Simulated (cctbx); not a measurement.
# A crystallographic session in cctbx: Sm3Os2Pb4

Library: cctbx 2025.11. The data are simulated by the first script.

## 1. Simulate the data

run.py:

```python
from cctbx import adptbx, crystal, miller, sgtbx, xray
from cctbx.array_family import flex
from iotbx.shelx import hklf
from scitbx import matrix
import scitbx.random

cs = crystal.symmetry(unit_cell=(11.981, 4.569, 8.971, 90, 107.91, 90), space_group_symbol='Hall: -C 2y')  # C2/m
atoms = [  # label, site, U (iso, or U11 U22 U33 U12 U13 U23 in A^2), occupancy
    ("Pb1", (0.6048, 0.5, 0.4013), (0.0142, 0.0144, 0.0161, 0.0000, 0.0046, 0.0000), 1),
    ("Pb2", (0.7137, 0, 0.0847), (0.0177, 0.0141, 0.0161, 0.0000, 0.0025, 0.0000), 1),
    ("Os1", (0.805, 0.5, 0.6263), (0.0093, 0.0037, 0.0088, 0.0000, 0.0031, 0.0000), 1),
    ("Sm1", (0.6183, 0, 0.6924), (0.0144, 0.0142, 0.0130, 0.0000, -0.0051, 0.0000), 1),
    ("Sm2", (0, 0, 0), (0.0146, 0.0194, 0.0138, 0.0000, 0.0049, 0.0000), 1),
]
xs = xray.structure(crystal_symmetry=cs)
for label, site, u, occ in atoms:
    u = adptbx.u_cif_as_u_star(cs.unit_cell(), u) if isinstance(u, tuple) else u
    xs.add_scatterer(xray.scatterer(label, site=site, u=u, occupancy=occ))
xs.set_inelastic_form_factors(1.54184, "sasaki")
xs.show_summary()
p1 = xs.expand_to_p1()
ms = miller.build_set(p1, anomalous_flag=True, d_min=0.83)
flex.set_random_seed(565471)
scitbx.random.set_random_seed(565471)
ms = ms.select(flex.random_double(ms.size()) < 0.7)
i = ms.structure_factors_from_scatterers(p1, algorithm="direct").f_calc().as_intensity_array().data()
i = i * 40000 / flex.max(i)
sig = flex.sqrt(i + flex.pow2(0.02 * i) + 4 ** 2)
noise = scitbx.random.variate(scitbx.random.normal_distribution())(i.size())
data = ms.array(data=i + sig * noise, sigmas=sig).set_observation_type_xray_intensity()
with open("data.hkl", "w") as f:
    data.export_as_shelx_hklf(f)
print("reflections written:", data.size(), " <I/sigma> = %.1f" % flex.mean(data.data() / data.sigmas()))
for h, a, b in list(data.sort("data"))[:12]:
    print("%4d%4d%4d %9.1f %7.1f" % (h + (a, b)))
```

```console
$ python run.py
```

```text
Number of scatterers: 5
At special positions: 5
Unit cell: (11.981, 4.569, 8.971, 90, 107.91, 90)
Space group: C 1 2/m 1 (No. 12)
reflections written: 2471  <I/sigma> = 11.7
   0   2   0   39131.5   824.6
  -3   1   3   21536.9   448.4
   3   1  -3   20994.4   448.4
   3  -1  -3   20979.6   448.4
  -3  -1   3   20403.4   448.4
   4   0   1   17493.9   382.2
  -4   0  -1   17476.1   382.2
   0  -4   0   17324.8   365.8
   0   4   0   16993.9   365.8
   7  -1  -2   16041.0   344.5
  -7  -1   2   15995.9   344.5
   7   1  -2   15839.5   344.5
```

Run time: 0.22 s on 1 thread of Arm Neoverse V2, on a shared host, peak memory 0.07 GiB.

## 2. Symmetry

run.py:

```python
from cctbx import crystal, sgtbx, statistics
from cctbx.array_family import flex
from iotbx.shelx import hklf

p1 = crystal.symmetry(unit_cell=(11.981, 4.569, 8.971, 90, 107.91, 90), space_group_symbol="P 1")
raw = hklf.reader(file_name="data.hkl").as_miller_arrays(crystal_symmetry=p1, anomalous=True)[0]
print(raw.size(), "reflections to d = %.3f A" % raw.d_min())
isig = raw.data() / raw.sigmas()
print("centring   violations  <I/sigma> of those")
best = "P"
for c in "ABCIRF":
    a = raw.customized_copy(space_group_info=sgtbx.space_group_info("Hall: %s 1" % c)).sys_absent_flags().data()
    m = flex.mean(isig.select(a))
    print("%5s %10d of %5d %8.1f" % (c, (isig.select(a) > 4).count(True), a.count(True), m))
    if (isig.select(a) > 4).count(True) < 0.01 * a.count(True):
        best = c
raw = raw.select(~raw.customized_copy(space_group_info=sgtbx.space_group_info("Hall: %s 1" % best)).sys_absent_flags().data())
isig = raw.data() / raw.sigmas()
rows = []
for s in sgtbx.space_group_symbol_iterator():
    g = sgtbx.space_group(s)
    if g.conventional_centring_type_symbol() != best or not g.is_compatible_unit_cell(p1.unit_cell(), 1e-3, 0.02):
        continue
    rows.append((s, g))
print("Laue class    unique    Rint  (classes that these axes allow; Friedel mates merged)")
rint = {}
for s, g in rows:
    laue = g.build_derived_patterson_group()
    key = laue.type().hall_symbol()
    if key not in rint:
        m = raw.customized_copy(space_group_info=laue.info(), anomalous_flag=False).merge_equivalents()
        rint[key] = m.r_int()
        print("%-14s %6d %7.3f" % (laue.type().lookup_symbol(), m.array().size(), m.r_int()))
floor = min(rint.values())
good = [(s, g) for s, g in rows if rint[g.build_derived_patterson_group().type().hall_symbol()] < 2 * floor + 0.03]
top = max(g.build_derived_patterson_group().order_z() for s, g in good)
print("space group    extra absences  I>4sigma  <I/sigma>")
for s, g in good:
    laue = g.build_derived_patterson_group()
    if laue.order_z() != top:
        continue
    a = raw.customized_copy(space_group_info=g.info()).sys_absent_flags().data()
    a &= ~raw.customized_copy(space_group_info=laue.info()).sys_absent_flags().data()
    bad = (isig.select(a) > 4).count(True)
    if bad <= 0.03 * a.count(True):
        print("%-16s %8d %10d %9s  %s" % (s.universal_hermann_mauguin(), a.count(True), bad, "%.1f" % flex.mean(isig.select(a)) if a.count(True) else "-", "centric" if g.is_centric() else "acentric"))
laue = max(good, key=lambda t: t[1].build_derived_patterson_group().order_z())[1].build_derived_patterson_group()
f = raw.customized_copy(space_group_info=laue.info(), anomalous_flag=False).merge_equivalents().array().eliminate_sys_absent().f_sq_as_f()
f.set_observation_type_xray_amplitude()
bins = max(3, min(8, f.size() // 12))
f.setup_binner(n_bins=bins)
w = statistics.wilson_plot(f, {e: n / laue.order_z() for e, n in {'Pb': 8.0, 'Os': 4.0, 'Sm': 6.0}.items()}, e_statistics=True)
print("Wilson B = %.2f A^2   <|E^2-1|> = %.3f (0.968 centric, 0.736 acentric)   E^2>4: %.1f %%" % (w.wilson_b, w.mean_e_sq_minus_1, w.percent_e_sq_gt_2))
print("shell (A)         n   <I/sigma>")
m = raw.customized_copy(space_group_info=laue.info(), anomalous_flag=False).merge_equivalents().array().eliminate_sys_absent()
for b in m.setup_binner(n_bins=bins).range_used():
    sel = m.binner().selection(b)
    print("%5.2f - %4.2f %6d %8.1f" % (min(m.binner().bin_d_range(b)[0] if m.binner().bin_d_range(b)[0] > 0 else 99, 99), m.binner().bin_d_range(b)[1], sel.count(True), flex.mean((m.data() / m.sigmas()).select(sel))))
```

```console
$ python run.py
```

```text
2471 reflections to d = 0.830 A
centring   violations  <I/sigma> of those
    A        578 of  1254     11.3
    B        578 of  1217     11.6
    C          0 of  1227      0.0
    I        608 of  1248     11.8
    R        785 of  1663     11.6
    F        578 of  1849      7.6
Laue class    unique    Rint  (classes that these axes allow; Friedel mates merged)
C 1 2/m 1         483   0.018
space group    extra absences  I>4sigma  <I/sigma>
C 1 2 1                 0          0         -  acentric
C 1 m 1                 0          0         -  acentric
C 1 2/m 1               0          0         -  centric
Wilson B = 1.34 A^2   <|E^2-1|> = 0.932 (0.968 centric, 0.736 acentric)   E^2>4: 4.1 %
shell (A)         n   <I/sigma>
 8.54 - 1.66     66     43.5
 1.66 - 1.32     59     37.7
 1.32 - 1.15     59     35.4
 1.15 - 1.05     62     35.0
 1.05 - 0.97     60     32.3
 0.97 - 0.91     46     28.8
 0.91 - 0.87     70     28.7
 0.87 - 0.83     61     28.4
```

Time: 0.23 s.

## 3. Charge flipping

run.py:

```python
import itertools
from cctbx import crystal, maptbx
from cctbx.array_family import flex
from iotbx.shelx import hklf
from smtbx.ab_initio import charge_flipping as cf

cs = crystal.symmetry(unit_cell=(11.981, 4.569, 8.971, 90, 107.91, 90), space_group_symbol='Hall: -C 2y')  # C2/m
raw = hklf.reader(file_name="data.hkl").as_miller_arrays(crystal_symmetry=cs, anomalous=True)[0]
merged = raw.eliminate_sys_absent().merge_equivalents()
fo2 = merged.array().set_observation_type_xray_intensity()
f = fo2.average_bijvoet_mates().f_sq_as_f().resolution_filter(d_min=0.83)
p1 = f.expand_to_p1()
p1.setup_binner_counting_sorted(reflections_per_bin=max(40, p1.size() // 12))
work = p1.array(data=p1.data() / p1.amplitude_quasi_normalisations().data())
flex.set_random_seed(26669)
it = cf.weak_reflection_improved_iterator(delta=None, weak_reflection_fraction=0.1)
it.start(work, phases=flex.random_double(p1.size()) * 6.2832, f_000=0)
it.delta = 1.1 * it.rho_map.sigma()
print("cycle      R  skewness")
for n, st in enumerate(itertools.islice(it, 300)):
    if n % 25 == 0:
        print("%5d %6.3f %8.2f" % (n, st.r1_factor(), st.rho_map.skewness()))
rho = p1.phase_transfer(it.f_calc).fft_map().apply_volume_scaling()
polish = cf.low_density_elimination_iterator(constant_rho_c=rho.sigma())
polish.start(f_obs=p1, phases=it.f_calc, f_000=0)
for _ in range(8):
    next(polish)
print("origin shift          correlation  skewness")
maps = []
for fc, shift, cc in itertools.islice(cf.f_calc_symmetrisations(f, polish.f_calc, 0), 4):
    m = f.phase_transfer(fc).fft_map(symmetry_flags=maptbx.use_space_group_symmetry, resolution_factor=0.25).apply_sigma_scaling()
    maps.append((m.skewness(), cc, m))
    print("%6.3f %6.3f %6.3f %10.3f %9.2f" % (tuple(shift) + (cc, m.skewness())))
skew, cc, m = max((t for t in maps if t[1] > maps[0][1] - 0.04), key=lambda t: t[0])
print("taken: symmetry correlation %.3f, skewness %.2f" % (cc, skew))
peaks = m.peak_search(parameters=maptbx.peak_search_parameters(min_distance_sym_equiv=0.9, max_clusters=10)).all()
sps = cs.special_position_settings(min_distance_sym_equiv=0.5)
print("peak      x       y       z  mult  height/sigma")
for k, (x, h) in enumerate(zip(peaks.sites(), peaks.heights())):
    ss = sps.site_symmetry(x)
    print("Q%-3d %7.4f %7.4f %7.4f %4d %8.1f" % ((k + 1,) + tuple(t % 1 for t in ss.exact_site()) + (ss.multiplicity(), h)))
```

```console
$ python run.py
```

```text
cycle      R  skewness
    0  0.576     0.23
   25  0.465     2.24
   50  0.490     2.30
   75  0.466     2.46
  100  0.461     2.50
  125  0.460     2.27
  150  0.458     2.40
  175  0.458     2.43
  200  0.465     2.58
  225  0.471     2.37
  250  0.466     2.33
  275  0.484     2.27
origin shift          correlation  skewness
 0.269  0.240  0.474      0.837      1.31
 0.175 -0.012  0.006      0.813      2.51
 0.176  0.246 -0.002      0.839      1.69
 0.186 -0.012  0.357      0.814      2.05
taken: symmetry correlation 0.813, skewness 2.51
peak      x       y       z  mult  height/sigma
Q1    0.0000  0.5000  0.5000    2     13.0
Q2    0.0993  0.0000  0.1935    4      9.6
Q3    0.1046  0.5000  0.8847    4      7.9
Q4    0.0197  0.5000  0.2132    4      6.1
Q5    0.1022  0.2978  0.1095    8      4.0
Q6    0.1306  0.0000  0.6829    4      4.0
Q7    0.0810  0.0000  0.3197    4      3.6
Q8    0.1954  0.0000  0.5833    4      3.6
Q9    0.1923  0.0000  0.8936    4      3.5
Q10   0.0154  0.5000  0.3508    4      3.1
```

Time: 0.34 s.

## 4. Refinement (model from the peaks)

run.py:

```python
import math
from cctbx import adptbx, crystal, maptbx, sgtbx, xray
from cctbx.array_family import flex
from cctbx.xray import observations
from iotbx.shelx import hklf
from scitbx.lstbx import normal_eqns_solving
from smtbx import absolute_structure, utils
from smtbx.refinement import constraints, least_squares

cs = crystal.symmetry(unit_cell=(11.981, 4.569, 8.971, 90, 107.91, 90), space_group_symbol='Hall: -C 2y')  # C2/m
atoms = [  # label, site, U (iso, or U11 U22 U33 U12 U13 U23 in A^2), occupancy
    ("Sm1", (0, 0.5, 0.5), 0.0200, 1),
    ("Pb1", (0.0993, 0, 0.1935), 0.0200, 1),
    ("Pb2", (0.1046, 0.5, 0.8847), 0.0200, 1),
    ("Sm2", (0.0197, 0.5, 0.2132), 0.0200, 1),
]
xs = xray.structure(crystal_symmetry=cs)
for label, site, u, occ in atoms:
    u = adptbx.u_cif_as_u_star(cs.unit_cell(), u) if isinstance(u, tuple) else u
    xs.add_scatterer(xray.scatterer(label, site=site, u=u, occupancy=occ))
xs.set_inelastic_form_factors(1.54184, "sasaki")
raw = hklf.reader(file_name="data.hkl").as_miller_arrays(crystal_symmetry=cs, anomalous=True)[0]
merged = raw.eliminate_sys_absent().merge_equivalents()
fo2 = merged.array().set_observation_type_xray_intensity()
print("Rint %.3f, %d unique reflections to %.2f A" % (merged.r_int(), fo2.size(), fo2.d_min()))
for sc in xs.scatterers():
    sc.flags.set_grad_site(True)
    sc.flags.set_grad_u_aniso(sc.flags.use_u_aniso())
    sc.flags.set_grad_u_iso(sc.flags.use_u_iso())
obs = fo2.as_xray_observations()
extra = {}
rep = constraints.reparametrisation(xs, [], utils.connectivity_table(xs), **extra)
ls = least_squares.crystallographic_ls(obs, rep, weighting_scheme=least_squares.mainstream_shelx_weighting(a=0, b=0))
print("cycle     R1     wR2    GooF  max shift (A)")
for cycle in range(6):
    ls.build_up()
    r1, wr2, goof = ls.r1_factor(cutoff_factor=2)[0], ls.wR2(), ls.goof()
    old = xs.sites_cart()
    normal_eqns_solving.levenberg_marquardt_iterations(ls, n_max_iterations=3, tau=0.0001, step_threshold=1e-7)
    big = flex.max((xs.sites_cart() - old).norms())
    print("%4d %7.4f %7.4f %7.3f %9.5f" % (cycle + 1, r1, wr2, goof, big))
    ls.build_up(objective_only=True)
    if abs(ls.wR2() - wr2) < 5e-5 and big < 5e-4:
        break
ls.build_up()
print("final R1 %.4f wR2 %.4f GooF %.3f  parameters %d  data/parameter %.1f" % (ls.r1_factor(cutoff_factor=2)[0], ls.wR2(), ls.goof(), ls.n_parameters, fo2.size() / ls.n_parameters))
cov = ls.covariance_matrix_and_annotations()
su = dict(zip(cov.annotations, (math.sqrt(max(v, 0)) for v in cov.matrix.matrix_packed_u_diagonal())))
a2 = cs.unit_cell().reciprocal_parameters()[0] ** -2
print("atom        x        y        z      Ueq    occ   su(xyz)  su(Uiso or U11)")
for sc in xs.scatterers():
    s = max(su.get(sc.label + k, 0) for k in (".x", ".y", ".z"))
    npd = "" if sc.is_positive_definite_u(cs.unit_cell()) else "  NPD"
    print("%-5s %8.5f %8.5f %8.5f %8.4f %6.3f %8.5f %7.4f%s" % ((sc.label,) + sc.site + (sc.u_iso_or_equiv(cs.unit_cell()), sc.occupancy, s, su.get(sc.label + ".uiso", su.get(sc.label + ".u11", 0) * a2), npd)))
fo = fo2.f_sq_as_f()
fc = fo.structure_factors_from_scatterers(xs, algorithm="direct").f_calc()
diff = fo.f_obs_minus_f_calc(1 / math.sqrt(ls.scale_factor()), fc).average_bijvoet_mates()
m = diff.fft_map(symmetry_flags=maptbx.use_space_group_symmetry, resolution_factor=0.25).apply_volume_scaling()
print("difference map: max %.2f min %.2f rms %.2f" % (m.statistics().max(), m.statistics().min(), m.statistics().sigma()))
peaks = m.peak_search(parameters=maptbx.peak_search_parameters(min_distance_sym_equiv=0.6, max_clusters=6)).all()
near = xs.closest_distances(peaks.sites(), distance_cutoff=4)
sps = cs.special_position_settings(min_distance_sym_equiv=0.5)
for k, (x, h) in enumerate(zip(peaks.sites(), peaks.heights())):
    ss = sps.site_symmetry(x)
    print("Q%-3d %7.4f %7.4f %7.4f %4d %7.2f  %.2f A from %s" % ((k + 1,) + tuple(t % 1 for t in ss.exact_site()) + (ss.multiplicity(), h, near.smallest_distances[k], xs.scatterers()[near.i_seqs[k]].label)))
```

```console
$ python run.py
```

```text
Rint 0.018, 483 unique reflections to 0.83 A
cycle     R1     wR2    GooF  max shift (A)
   1  0.7657  0.9557  37.941   0.22564
   2  0.7178  0.9277  36.833   0.07194
   3  0.7167  0.9224  36.620   0.02805
   4  0.7169  0.9214  36.580   0.01828
   5  0.7163  0.9206  36.551   0.01368
   6  0.7148  0.9200  36.524   0.00597
final R1 0.7140 wR2 0.9199 GooF 36.520  parameters 10  data/parameter 48.3
atom        x        y        z      Ueq    occ   su(xyz)  su(Uiso or U11)
Sm1    0.00000  0.50000  0.50000   0.7195  1.000  0.00000  0.8477
Pb1    0.09953  0.00000  0.18949   0.0001  1.000  0.00324  0.0081
Pb2    0.12764  0.50000  0.89297   0.0169  1.000  0.00489  0.0105
Sm2    0.03369  0.50000  0.20062   0.0016  1.000  0.00470  0.0114
difference map: max 511.54 min -371.50 rms 45.26
Q1    0.1021  0.0000  0.1856    4  523.44  0.05 A from Pb1
Q2    0.0000  0.5000  0.5000    2  443.70  0.00 A from Sm1
Q3    0.1180  0.5000  0.8937    4  438.96  0.12 A from Pb2
Q4    0.0204  0.5000  0.2096    4  286.20  0.20 A from Sm2
Q5    0.2106  0.5000  0.2982    4  257.72  2.03 A from Sm2
Q6    0.1929  0.0000  0.8722    4  246.06  2.44 A from Pb2
```

Time: 0.57 s.

Figures of merit this high mean that the model is still wrong or incomplete.

## 5. Refinement (atoms added from the difference map)

run.py, as its changes from the last script of this kind:

```diff
@@ -12,4 +12,5 @@
-    ("Sm1", (0, 0.5, 0.5), 0.0200, 1),
-    ("Pb1", (0.0993, 0, 0.1935), 0.0200, 1),
-    ("Pb2", (0.1046, 0.5, 0.8847), 0.0200, 1),
-    ("Sm2", (0.0197, 0.5, 0.2132), 0.0200, 1),
+    ("Sm1", (0, 0.5, 0.5), 0.7195, 1),
+    ("Pb1", (0.09953, 0, 0.18949), 0.0030, 1),
+    ("Pb2", (0.12764, 0.5, 0.89297), 0.0169, 1),
+    ("Sm2", (0.03369, 0.5, 0.20062), 0.0030, 1),
+    ("Os1", (0.2106, 0.5, 0.2982), 0.0200, 1),
@@ -60 +61 @@
-peaks = m.peak_search(parameters=maptbx.peak_search_parameters(min_distance_sym_equiv=0.6, max_clusters=6)).all()
+peaks = m.peak_search(parameters=maptbx.peak_search_parameters(min_distance_sym_equiv=0.6, max_clusters=5)).all()
```

```console
$ python run.py
```

```text
Rint 0.018, 483 unique reflections to 0.83 A
cycle     R1     wR2    GooF  max shift (A)
   1  0.7255  0.9326  37.142   0.25020
   2  0.6723  0.8974  35.740   0.53250
   3  0.6525  0.8805  35.067   1.38446
   4  0.6421  0.8700  34.651   0.97560
   5  0.6409  0.8678  34.565   1.32726
   6  0.6311  0.8610  34.292   0.29010
final R1 0.6270 wR2 0.8582 GooF 34.180  parameters 13  data/parameter 37.2
atom        x        y        z      Ueq    occ   su(xyz)  su(Uiso or U11)
Sm1    0.00000  0.50000  0.50000   1.0000  1.000  0.00000  1.1515
Pb1    0.09831  0.00000  0.18740   0.0040  1.000  0.00257  0.0058
Pb2    0.12364  0.50000  0.89688   0.0231  1.000  0.00359  0.0080
Sm2   -0.20195  0.50000 -0.15839   0.1272  1.000  0.01733  0.0560
Os1    0.21045  0.50000  0.29353   0.0034  1.000  0.00280  0.0065
difference map: max 275.81 min -179.50 rms 31.04
Q1    0.1130  0.5000  0.8971    4  284.00  0.13 A from Pb2
Q2    0.2124  0.5000  0.2968    4  256.25  0.03 A from Os1
Q3    0.1054  0.0000  0.1904    4  238.07  0.08 A from Pb1
Q4    0.1943  0.5000  0.1621    4  190.56  0.11 A from Sm2
Q5    0.2157  0.5000  0.8737    4  176.79  1.18 A from Pb2
```

Time: 0.56 s.

Figures of merit this high mean that the model is still wrong or incomplete.

## 6. Charge flipping

run.py, as its changes from the last script of this kind:

```diff
@@ -13,3 +13,2 @@
-p1.setup_binner_counting_sorted(reflections_per_bin=max(40, p1.size() // 12))
-work = p1.array(data=p1.data() / p1.amplitude_quasi_normalisations().data())
-flex.set_random_seed(26669)
+work = p1
+flex.set_random_seed(26670)
@@ -20,2 +19,2 @@
-for n, st in enumerate(itertools.islice(it, 300)):
-    if n % 25 == 0:
+for n, st in enumerate(itertools.islice(it, 600)):
+    if n % 50 == 0:
```

```console
$ python run.py
```

```text
cycle      R  skewness
    0  0.590     0.27
   50  0.319     3.51
  100  0.302     3.48
  150  0.293     3.59
  200  0.294     3.46
  250  0.299     3.54
  300  0.287     3.41
  350  0.305     3.42
  400  0.302     3.39
  450  0.309     3.41
  500  0.310     3.30
  550  0.302     3.39
origin shift          correlation  skewness
 0.172  0.403  0.003      0.900      3.88
 0.477  0.400  0.347      0.883      3.07
 0.079  0.407  0.390      0.869      2.93
 0.285  0.405  0.118      0.876      2.61
taken: symmetry correlation 0.900, skewness 3.88
peak      x       y       z  mult  height/sigma
Q1    0.0123  0.0000  0.3628    4     14.1
Q2    0.1922  0.0000  0.8808    4     10.7
Q3    0.1031  0.5000  0.3332    4      7.8
Q4    0.0845  0.0000  0.0219    4      7.6
Q5    0.2159  0.5000  0.7252    4      5.8
Q6    0.2031  0.0000  0.5727    4      5.5
Q7    0.1173  0.5000  0.0588    4      4.3
Q8    0.0258  0.5000  0.6726    4      4.2
Q9    0.1210  0.5000  0.9283    4      3.0
Q10   0.1867  0.5000  0.8255    4      3.0
```

It took 0.44 s on 1 thread of Arm Neoverse V2, on a shared host, peak memory 0.07 GiB.

[Logs are printed without paths, hosts, clocks, repeated set-up lines and the standing remarks that a program may print on its own settings, such as how far it seeks lower states.]
